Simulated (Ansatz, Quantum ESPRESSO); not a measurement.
## BaTiO3 (cubic perovskite): bulk modulus from a few volumes

How stiff is cubic perovskite BaTiO3 under hydrostatic load? Each row relaxes cell and atoms at a set pressure. The symmetry of the cell is held, so distortions that would lower it, which this phase may prefer, aren't tested. The phase is followed to these pressures whether or not it stays the stable one.

Calculated with Quantum ESPRESSO 7.5, PBEsol, GBRV 1.5 ultrasoft potentials, cutoff 680 eV, Fermi–Dirac smearing 0.02 eV, k-mesh 7×7×7, no spin polarisation, no spin-orbit coupling.

Reference cell, relaxed at zero pressure with PBEsol (Pm-3m): a = 3.9774 Å, b = 3.9774 Å, c = 3.9774 Å, α = 90.00°, β = 90.00°, γ = 90.00°.

```csv
atom,x,y,z
Ba,0.0000,0.0000,0.0000
Ti,0.5000,0.5000,0.5000
O,0.5000,0.5000,0.0000
O,0.5000,0.0000,0.5000
O,0.0000,0.5000,0.5000
```

| V (Å³/atom) | V/V0 | P (GPa) | E − E0 (meV/atom) |
| --- | --- | --- | --- |
| 12.8820 | 1.0237 | −4.008 | 3.4 |
| 11.9772 | 0.9518 | 10.002 | 18.9 |
| 11.7257 | 0.9318 | 14.997 | 38.8 |
| 11.4999 | 0.9138 | 19.981 | 63.7 |
| 11.1060 | 0.8825 | 29.974 | 125.4 |

V0 = 12.5841 Å³ an atom, where the residual pressure P0 is +0.003 GPa. **Question.** Fit the Birch–Murnaghan law and give the pressure and the energy at V = 12.2599 Å³ an atom, a row left out above.

With the Eulerian strain f = ½[(V0/V)^(2/3) − 1] and F = (P − P0)/[3f(1 + 2f)^(5/2)], the third-order law is the line F = B0 + (3/2) B0 (B′ − 4) f.

```csv
f,F (GPa)
0.04343,186.77
0.03095,185.15
0.02411,184.24
0.01675,183.24
−0.00774,179.64
```

A straight line through the 5 rows: the means are 0.0215 for f and 183.81 for F, Σ(Δx)² = 0.001455 and ΣΔxΔy = 0.2033, so the slope is 0.2033/0.001455 = 139.79 and the intercept 183.81 − (139.79)(0.0215) = 180.8.

Hence B0 = 180.8 GPa and B′ = 4 + (139.8)/(1.5 × 180.8) = 4.52. For the withheld volume f = 0.00878, F = 182.03 GPa and P = 5.01 GPa. The run itself gives 5.01 GPa, so the estimate misses by 0.00 GPa, a rounding's worth.

Integrating the same law gives E − E0 = (9/2) B0 V0 f²[1 + (B′ − 4) f] + P0(V0 − V), with 1 GPa Å³ = 6.2415 meV: 5.0 meV an atom. The run itself gives 5.4 meV, so the estimate misses by 0.4 meV; the fitted rows themselves lie up to 2.1 meV off the law.

The same fit over all rows at other levels or in other programs gives B0 = 180 GPa with PBEsol (Ansatz).

[Logs are printed without paths, hosts, clocks, repeated set-up lines and the standing remarks that a program may print on its own settings, such as how far it seeks lower states.]
